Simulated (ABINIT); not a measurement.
An input for ABINIT 10.8.3 (Tellurium (P3_121, 3 atoms a cell)):

```
acell 3*1.0 Angstrom
rprim 
  4.454000000025 -0.000000000006 0.000000000000
  -2.227000000008 3.857277148481 0.000000000000
  0.000000000000 0.000000000000 5.924000000000
ntypat 1
znucl 52
natom 3
typat 1 1 1
xred 
  0.269000000000 0.000000000000 0.333333333333
  0.000000000000 0.269000000000 0.666666666667
  0.731000000000 0.731000000000 -0.000000000000
pp_dirpath "pseudos"
pseudos "Te.upf"
ecut 39
ngkpt 3 3 2
nshiftk 1
shiftk 0 0 0
kptopt 1
chksymbreak 0
istwfk *1
occopt 1
irdwfk 1
optdriver 3
nband 112
ecuteps 4
inclvkb 2
awtr 1
symchi 1
gwcalctyp 20
mbpt_sciss 0.608 eV
nqptdm 1
qptdm 
  0 0 0
indata_prefix "in"
outdata_prefix "out"
tmpdata_prefix "tmp"
```

The database entry behind the starting cell differs from later determinations by our own check (inner coordinate of an old entry), so it need not match the best structure at ambient conditions.

```sh
OMP_NUM_THREADS=1 mpirun -n 4 abinit run.abi > log
```

**Question.** How long will it take on 4 MPI ranks of AMD EPYC 7R43, shared host, and how much memory?

It took 21 s; on shared hardware allow 11 s to 43 s. Peak host memory was 1.2 GiB.

[Paths, hosts, dates, memory and timing lines, banners, echoed tables and standing remarks are left out of the program output.]

[Logs are printed without paths, hosts, clocks, repeated set-up lines and the standing remarks that a program may print on its own settings, such as how far it seeks lower states.]

[Runs of the session that timed out or met a known fault of the program may be left out.]

[Hosts, paths, dates, database ids (printed as entryN), source tags and the programs' standing remarks are cut or masked in the printed files.]

[G0W0 gaps are taken among the corrected bands and points alone; a level outside them can change the order at an edge.]

[Where Ansatz stands beside ABINIT at settings called matched, ABINIT's density can come from a denser mesh and the files from another edition; pairs whose starting gaps differed by over 0.03 eV were left out, so agreement reads better than it is.]
